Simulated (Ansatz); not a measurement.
# Work function of Na(100): what the settings cost and change, part 2 of 2

How thick a slab and how much vacuum does the work function of Na(100) need?

Ansatz 0.2.0; plane-wave DFT, PBE, Ansatz PAW.

So far, work function, upper face (eV): step 2 (run, setting 1 layer) 2.91; step 4 (slab, 3 atoms) 2.60; step 5 (run, 4 atoms) 2.72; step 6 (slab, 5 atoms) 2.61; step 7 (slab, 6 atoms) 2.68.

## 8. Slab, 8 atoms

System of this step: Na(100). The cell holds 8 atoms: 8 Na. Cell: a = 4.230 Å, b = 4.230 Å, c = 32.805 Å, α = 90.0°, β = 90.0°, γ = 90.0°. Vacuum lies along c.

File input.yaml:

```yaml
crystal:
  lattice:
    - [4.23, 0.0, 0.0]
    - [0.0, 4.23, 0.0]
    - [0.0, 0.0, 32.805]
  atoms:
    - { symbol: Na, position: [0.5, 0.5, 0.2743484225] }
    - { symbol: Na, position: [0.0, 0.0, 0.3388203018] }
    - { symbol: Na, position: [0.5, 0.5, 0.4032921811] }
    - { symbol: Na, position: [0.0, 0.0, 0.4677640604] }
    - { symbol: Na, position: [0.5, 0.5, 0.5322359396] }
    - { symbol: Na, position: [0.0, 0.0, 0.5967078189] }
    - { symbol: Na, position: [0.5, 0.5, 0.6611796982] }
    - { symbol: Na, position: [0.0, 0.0, 0.7256515775] }
kpoints:
  mp_grid: { grid: [10, 10, 1] }
hamiltonian:
  xc: pbe
scf:
  occupations: { method: fermi_dirac, width: 0.1 }
  convergence: { dr2_threshold: 1.0e-09 }
efield:
  axis: 3
  dipole_correction: true
  ramp_position: 0.97
  ramp_width: 0.06
output:
  write_potential: true
  write_density: true
  volumetric_format: npy
```

The run is started by

```sh
> ansatz run input.yaml --threads 2 --pin off --max-ram 3072MiB --backend cpu --events-out ev --progress --plain --runs-dir out
```

Numbers of over 12 decimals in the logs are rounded to 6 here.

The program printed:

```text
[...]
Crystal: 8 atoms, lattice volume = 586.977 Å³
Basis set: ecut = 420 eV, 11305 PW (Γ)
Bands: 44, of which v1, the nominal top of the filled ones, is band 36 counted from 1 (35 counted from 0)
Symmetry: 8 space group operations
k-points: 21 of 100
[...]
k-point 1: bands = [... 32 lower, -3.4222, -3.1114, -2.5932, -1.8988, -1.0698, -0.1793, 0.6980, 1.5344, ... 4 higher]
  k-point 2: bands = [... 32 lower, -3.1633, -2.8538, -2.3376, -1.6458, -0.8200, 0.0654, 0.9318, 1.6788, ... 4 higher]
  k-point 20: bands = [... 32 lower, 0.4618, 0.4618, 0.7415, 0.7415, 0.9146, 0.9146, 1.2143, 1.2143, ... 4 higher]
[key lines of the parts left out:]
SCF converged after 9 iterations
Free energy (F): -11890.894500 eV
Fermi energy:    -0.381261 eV
Dipole field:    D = -0.000000 V/Å  (p = -0.000000 e·Å, saw-weighted, corrected)
Work function:   Φ+ = 2.6453 eV   Φ− = 2.6453 eV
```

The job ended after 69 s (2 threads of Arm Neoverse N1, shared host; peak memory 0.92 GiB; 1.9 min of CPU time).

The work function is 2.645 eV, -0.030 eV from the run “6 layers”, at 1.8 times its CPU time.

## 9. Run, 10 atoms

System of this step: Na(100). The cell holds 10 atoms: 10 Na. Its edges and angles: a = 4.230 Å, b = 4.230 Å, c = 37.035 Å, α = 90.0°, β = 90.0°, γ = 90.0°. Vacuum lies along c.

input.yaml, the sections that differ from step 8:

```yaml
crystal:
  lattice:
    - [4.23, 0.0, 0.0]
    - [0.0, 4.23, 0.0]
    - [0.0, 0.0, 37.035]
  atoms:
    - { symbol: Na, position: [0.5, 0.5, 0.2430133657] }
    - { symbol: Na, position: [0.0, 0.0, 0.3001215067] }
    - { symbol: Na, position: [0.5, 0.5, 0.3572296476] }
    - { symbol: Na, position: [0.0, 0.0, 0.4143377886] }
    - { symbol: Na, position: [0.5, 0.5, 0.4714459295] }
    - { symbol: Na, position: [0.0, 0.0, 0.5285540705] }
    - { symbol: Na, position: [0.5, 0.5, 0.5856622114] }
    - { symbol: Na, position: [0.0, 0.0, 0.6427703524] }
    - { symbol: Na, position: [0.5, 0.5, 0.6998784933] }
    - { symbol: Na, position: [0.0, 0.0, 0.7569866343] }
# kpoints, hamiltonian, scf, efield, output: as in step 8
```

The program printed:

```text
[...]
Crystal: 10 atoms, lattice volume = 662.664 Å³
Basis set: ecut = 420 eV, 12767 PW (Γ)
Bands: 55, of which v1, the nominal top of the filled ones, is band 45 counted from 1 (44 counted from 0)
Symmetry: 8 space group operations
k-points: 21 of 100
[...]
k-point 1: bands = [... 41 lower, -3.0212, -2.6716, -2.1914, -1.5912, -0.8995, -0.1524, 0.6066, 1.3507, ... 6 higher]
  k-point 2: bands = [... 41 lower, -2.7631, -2.4149, -1.9366, -1.3387, -0.6498, 0.0932, 0.8446, 1.5686, ... 6 higher]
  k-point 20: bands = [... 41 lower, 0.6568, 0.8446, 0.8446, 1.1075, 1.1075, 1.1616, 1.1616, 1.3089, ... 6 higher]
[key lines of the parts left out:]
SCF converged after 9 iterations
Free energy (F): -14863.736388 eV
Fermi energy:    -0.149974 eV
Dipole field:    D = 0.000001 V/Å  (p = 0.000002 e·Å, saw-weighted, corrected)
Work function:   Φ+ = 2.6577 eV   Φ− = 2.6577 eV
```

Elapsed: 1.7 min, on 2 threads; peak memory 1.2 GiB.

The work function is 2.658 eV, +0.012 eV from the run “8 layers”, at 1.5 times its CPU time.

## 10. Slab, 13 atoms

System of this step: Na(100). The cell holds 13 atoms: 13 Na. Cell: a = 4.230 Å, b = 4.230 Å, c = 43.380 Å, α = 90.0°, β = 90.0°, γ = 90.0°. Vacuum lies along c.

input.yaml, the sections that differ from step 9:

```yaml
crystal:
  lattice:
    - [4.23, 0.0, 0.0]
    - [0.0, 4.23, 0.0]
    - [0.0, 0.0, 43.38]
  atoms:
    - { symbol: Na, position: [0.0, 0.0, 0.2074688797] }
    - { symbol: Na, position: [0.5, 0.5, 0.2562240664] }
    - { symbol: Na, position: [0.0, 0.0, 0.3049792531] }
    - { symbol: Na, position: [0.5, 0.5, 0.3537344398] }
    - { symbol: Na, position: [0.0, 0.0, 0.4024896266] }
    - { symbol: Na, position: [0.5, 0.5, 0.4512448133] }
    - { symbol: Na, position: [0.0, 0.0, 0.5] }
    - { symbol: Na, position: [0.5, 0.5, 0.5487551867] }
    - { symbol: Na, position: [0.0, 0.0, 0.5975103734] }
    - { symbol: Na, position: [0.5, 0.5, 0.6462655602] }
    - { symbol: Na, position: [0.0, 0.0, 0.6950207469] }
    - { symbol: Na, position: [0.5, 0.5, 0.7437759336] }
    - { symbol: Na, position: [0.0, 0.0, 0.7925311203] }
# kpoints, hamiltonian, scf, efield, output: as in step 9
```

The program printed:

```text
[...]
Crystal: 13 atoms, lattice volume = 776.194 Å³
Basis set: ecut = 420 eV, 14933 PW (Γ)
Bands: 72, of which v1, the nominal top of the filled ones, is band 59 counted from 1 (58 counted from 0)
Symmetry: 8 space group operations
k-points: 21 of 100
[...]
k-point 1: bands = [... 55 lower, -2.3412, -1.9583, -1.4985, -0.9733, -0.3955, 0.2159, 0.8399, 1.4634, ... 9 higher]
  k-point 2: bands = [... 55 lower, -2.0848, -1.7035, -1.2456, -0.7226, -0.1474, 0.4602, 1.0775, 1.6858, ... 9 higher]
  k-point 20: bands = [... 55 lower, 1.0159, 1.2099, 1.2099, 1.3444, 1.3532, 1.4576, 1.4856, 1.4856, ... 9 higher]
[key lines of the parts left out:]
SCF converged after 9 iterations
Free energy (F): -19323.010498 eV
Fermi energy:    0.116315 eV
Dipole field:    D = -0.000000 V/Å  (p = -0.000000 e·Å, saw-weighted, corrected)
Work function:   Φ+ = 2.6520 eV   Φ− = 2.6520 eV
```

It took 2.7 min on 2 threads; peak memory 1.7 GiB.

The work function is 2.652 eV, -0.006 eV from the run “10 layers”, at 1.7 times its CPU time.

## 11. Slab, 7 atoms

System of this step: Na(100). The cell holds 7 atoms: 7 Na. Its edges and angles: a = 4.230 Å, b = 4.230 Å, c = 22.690 Å, α = 90.0°, β = 90.0°, γ = 90.0°. Vacuum lies along c.

input.yaml, the sections that differ from step 10:

```yaml
crystal:
  lattice:
    - [4.23, 0.0, 0.0]
    - [0.0, 4.23, 0.0]
    - [0.0, 0.0, 22.69]
  atoms:
    - { symbol: Na, position: [0.0, 0.0, 0.2203613927] }
    - { symbol: Na, position: [0.5, 0.5, 0.3135742618] }
    - { symbol: Na, position: [0.0, 0.0, 0.4067871309] }
    - { symbol: Na, position: [0.5, 0.5, 0.5] }
    - { symbol: Na, position: [0.0, 0.0, 0.5932128691] }
    - { symbol: Na, position: [0.5, 0.5, 0.6864257382] }
    - { symbol: Na, position: [0.0, 0.0, 0.7796386073] }
# kpoints, hamiltonian, scf, efield, output: as in step 10
```

The program printed:

```text
[...]
Crystal: 7 atoms, lattice volume = 405.990 Å³
Basis set: ecut = 420 eV, 7807 PW (Γ)
Bands: 39, of which v1, the nominal top of the filled ones, is band 32 counted from 1 (31 counted from 0)
Symmetry: 8 space group operations
k-points: 21 of 100
[...]
k-point 1: bands = [... 28 lower, -2.7986, -2.4058, -1.7627, -0.9076, 0.0445, 1.0756, 1.8184, 3.2321, ... 3 higher]
  k-point 2: bands = [... 28 lower, -2.5398, -2.1486, -1.5079, -0.6558, 0.2921, 1.3132, 2.0410, 2.4028, ... 3 higher]
  k-point 20: bands = [... 28 lower, 1.0826, 1.0826, 1.4376, 1.4376, 1.5164, 1.5635, 1.8450, 2.0056, ... 3 higher]
[key lines of the parts left out:]
SCF converged after 9 iterations
Free energy (F): -10404.468610 eV
Fermi energy:    0.228627 eV
Dipole field:    D = 0.000000 V/Å  (p = 0.000000 e·Å, saw-weighted, corrected)
Work function:   Φ+ = 2.6636 eV (in doubt: plateau slope 7.4e-2 eV/Å)   Φ− = 2.6683 eV (in doubt: plateau slope 5.8e-2 eV/Å)
```

Run time: 38 s. Hardware: 2 threads; peak memory 0.67 GiB; 64 s of CPU time.

The work function is 2.664 eV. The program marks this work function as in doubt.

## 12. Run, 7 atoms

The cell differs from the one that the last finished run ended in (c 22.690 → 26.690 Å).

input.yaml, the sections that differ from step 11:

```yaml
crystal:
  lattice:
    - [4.23, 0.0, 0.0]
    - [0.0, 4.23, 0.0]
    - [0.0, 0.0, 26.69]
  atoms:
    - { symbol: Na, position: [0.0, 0.0, 0.2622705133] }
    - { symbol: Na, position: [0.5, 0.5, 0.3415136755] }
    - { symbol: Na, position: [0.0, 0.0, 0.4207568378] }
    - { symbol: Na, position: [0.5, 0.5, 0.5] }
    - { symbol: Na, position: [0.0, 0.0, 0.5792431622] }
    - { symbol: Na, position: [0.5, 0.5, 0.6584863245] }
    - { symbol: Na, position: [0.0, 0.0, 0.7377294867] }
# kpoints, hamiltonian, scf, efield, output: as in step 11
```

The program printed:

```text
[...]
Crystal: 7 atoms, lattice volume = 477.562 Å³
Basis set: ecut = 420 eV, 9181 PW (Γ)
Bands: 39, of which v1, the nominal top of the filled ones, is band 32 counted from 1 (31 counted from 0)
Symmetry: 8 space group operations
k-points: 21 of 100
[...]
k-point 1: bands = [... 28 lower, -3.2291, -2.8368, -2.1931, -1.3419, -0.3756, 0.5995, 1.4822, 2.4212, ... 3 higher]
  k-point 2: bands = [... 28 lower, -2.9703, -2.5796, -1.9383, -1.0901, -0.1281, 0.8383, 1.6936, 1.9832, ... 3 higher]
  k-point 20: bands = [... 28 lower, 0.6520, 0.6520, 1.0067, 1.0067, 1.0859, 1.1330, 1.4140, 1.5747, ... 3 higher]
[key lines of the parts left out:]
SCF converged after 9 iterations
Free energy (F): -10404.467714 eV
Fermi energy:    -0.200735 eV
Dipole field:    D = 0.000000 V/Å  (p = 0.000000 e·Å, saw-weighted, corrected)
Work function:   Φ+ = 2.6661 eV   Φ− = 2.6663 eV
```

Elapsed: 46 s, on 2 threads; peak memory 0.75 GiB; 79 s of CPU time.

The work function is 2.666 eV, +0.002 eV from the run “7 layers, 10 Å of vacuum”, at 1.2 times its CPU time.

## 13. Run, 7 atoms (run 2)

The cell differs from the one that the last finished run ended in (c 26.690 → 38.690 Å).

input.yaml, the sections that differ from step 12:

```yaml
crystal:
  lattice:
    - [4.23, 0.0, 0.0]
    - [0.0, 4.23, 0.0]
    - [0.0, 0.0, 38.69]
  atoms:
    - { symbol: Na, position: [0.0, 0.0, 0.3360041354] }
    - { symbol: Na, position: [0.5, 0.5, 0.3906694236] }
    - { symbol: Na, position: [0.0, 0.0, 0.4453347118] }
    - { symbol: Na, position: [0.5, 0.5, 0.5] }
    - { symbol: Na, position: [0.0, 0.0, 0.5546652882] }
    - { symbol: Na, position: [0.5, 0.5, 0.6093305764] }
    - { symbol: Na, position: [0.0, 0.0, 0.6639958646] }
# kpoints, hamiltonian, scf, efield, output: as in step 12
```

The program printed:

```text
[...]
Crystal: 7 atoms, lattice volume = 692.276 Å³
Basis set: ecut = 420 eV, 13325 PW (Γ)
Bands: 39, of which v1, the nominal top of the filled ones, is band 32 counted from 1 (31 counted from 0)
Symmetry: 8 space group operations
k-points: 21 of 100
[...]
k-point 1: bands = [... 28 lower, -3.9931, -3.6007, -2.9571, -2.1060, -1.1392, -0.1683, 0.7497, 1.4696, ... 3 higher]
  k-point 2: bands = [... 28 lower, -3.7343, -3.3435, -2.7023, -1.8542, -0.8917, 0.0706, 0.9537, 1.2288, ... 3 higher]
  k-point 20: bands = [... 28 lower, -0.1119, -0.1119, 0.2427, 0.2427, 0.3219, 0.3690, 0.6501, 0.8107, ... 3 higher]
[key lines of the parts left out:]
SCF converged after 8 iterations
Free energy (F): -10404.467651 eV
Fermi energy:    -0.964661 eV
Dipole field:    D = -0.000000 V/Å  (p = -0.000001 e·Å, saw-weighted, corrected)
Work function:   Φ+ = 2.6650 eV   Φ− = 2.6650 eV
```

Wall time 64 s (2 threads); peak memory 0.99 GiB; 1.9 min of CPU time.

The work function is 2.665 eV, -0.001 eV from the run “7 layers, 14 Å of vacuum”, at 1.4 times its CPU time.

## 14. Comparing the runs

Times are for 2 threads of Arm Neoverse N1, shared host. The runs compared:

```tsv
no.	setting	work function, upper face (eV)	time	memory (GiB)
1	1 layer	2.911	10 s	0.44
2	2 layers	2.652	13 s	0.46
3	3 layers	2.599	19 s	0.5
4	4 layers	2.717	26 s	0.56
5	5 layers	2.605	34 s	0.65
6	6 layers	2.675	39 s	0.73
7	8 layers	2.645	69 s	0.92
8	10 layers	2.658	1.7 min	1.2
9	13 layers	2.652	2.7 min	1.7
10	7 layers, 10 Å of vacuum	2.664	38 s	0.67
11	7 layers, 14 Å of vacuum	2.666	46 s	0.75
12	7 layers, 26 Å of vacuum	2.665	64 s	0.99
```

## 15. A changed input

System of this step: Na(100) monolayer. The cell holds 1 atom: 1 Na. Its edges and angles: a = 4.230 Å, b = 4.230 Å, c = 18.000 Å, α = 90.0°, β = 90.0°, γ = 90.0°. Vacuum lies along c.

An input spoilt on purpose, to show how the run answers: it repeats the earlier run “1 layer” with efield.ramp_width from 0.06 to 0.9, and scf.max_iter set to 50; its output block differs too.

input.yaml, the sections that differ from step 13:

```yaml
crystal:
  lattice:
    - [4.23, 0.0, 0.0]
    - [0.0, 4.23, 0.0]
    - [0.0, 0.0, 18.0]
  atoms:
    - { symbol: Na, position: [0.5, 0.5, 0.5] }
scf:
  occupations: { method: fermi_dirac, width: 0.1 }
  convergence: { dr2_threshold: 1.0e-09 }
  max_iter: 50
efield:
  axis: 3
  dipole_correction: true
  ramp_position: 0.97
  ramp_width: 0.9
# kpoints, hamiltonian, output: as in step 13
```

The program printed:

```text
Engine: ansatz 0.2.0, aarch64-unknown-linux-gnu
Pseudopotentials: kind: paw
Pseudopotential: Na, paw, valence charge 9, recommended cutoff 420 eV (normal), Na.paw.azcp
Functional definition: PBE
  parameter kappa = 0.804
  parameter beta = 0.066725
  exchange = pbe_x(kappa = kappa, mu = beta*pi^2/3)
  correlation = pbe_c(beta = beta)
Crystal: 1 atoms, lattice volume = 322.072 Å³
Basis set: ecut = 420 eV, 6209 PW (Γ)
Bands: 9, of which v1, the nominal top of the filled ones, is band 5 counted from 1 (4 counted from 0)
Symmetry: 8 space group operations
k-points: 21 of 100
Non-local potential: Na, projectors of the file, l = 0: 3, l = 1: 2, l = 2: 1
PAW form: soft (Blöchl's): semilocal exchange-correlation on the pseudo side does not see the compensation charge
PAW one-centre angular grid: Na, 110 points (default); XC on 64 Gauss nodes
Initial density: superposition of atomic densities (neutral atoms: chi_scale 0, normalization atom), corrected by the library's trained network
Initial wavefunctions: pseudopotential atomic-orbital guess
Functional: x = pbe(κ = 0.804, μ = 0.219515), c = pbe(β = 0.066725)
Error: efield: ion 0 (Na) at fractional coordinate 0.5000 along the field axis lies inside the sawtooth ramp with 2 of the planes that the density is read on at each end, [0.9540, 0.8860] — the ramp must sit in vacuum (an ion there feels the fictitious reversed slope); set or move the ramp (efield.ramp_position / ramp_width) or move the geometry
```

Elapsed: 0.39 s, on 2 threads; peak memory 0.24 GiB.

The input was rejected at the start.

The program's message: “Error: efield: ion 0 (Na) at fractional coordinate 0.5000 along the field axis lies inside the sawtooth ramp with 2 of the planes that the density is read on at each end, [0.9540, 0.8860] — the ramp m …”

The fault put into the input: a ramp so wide that it reaches the atoms.

## 16. Summary of results

- work function, 1 layer: 2.911 eV
- work function, 3 layers: 2.599 eV
- work function, 6 layers: 2.675 eV
- work function, 13 layers: 2.652 eV

What this shows: The thickest slab gives 2.65 eV, and the settings tried spread the value from 2.60 to 2.91 eV. At 18 Å of vacuum, the slabs from 5 layers on stay within 0.05 eV of the thickest. Beyond two layers the value swings up and down with thickness, as is usual where quantum-well states cross the Fermi level; the levels were not examined here. Going from 10 to 26 Å of vacuum moves it by 0.001 eV. The program marks the value as in doubt in “7 layers, 10 Å of vacuum”. The ladder's slabs use the tabulated experimental lattice constant (two decimals; a low-temperature value for the alkali metals). In 2 runs of the series (7 layers, 10 Å of vacuum and 7 layers, 14 Å of vacuum) the program warns that electrons reach the sawtooth's ramp, which makes dipole and work function less sure.

[Logs are printed without paths, hosts, clocks, repeated set-up lines and the standing remarks that a program may print on its own settings, such as how far it seeks lower states.]

[Hosts, paths, dates, database ids (printed as entryN), source tags and the programs' standing remarks are cut or masked in the printed files.]

[Maps of the electrostatic potential energy from Ansatz leave out the sawtooth potential of an applied field or a dipole correction, so their vacuum need not be flat; planar profiles and work functions include it.]
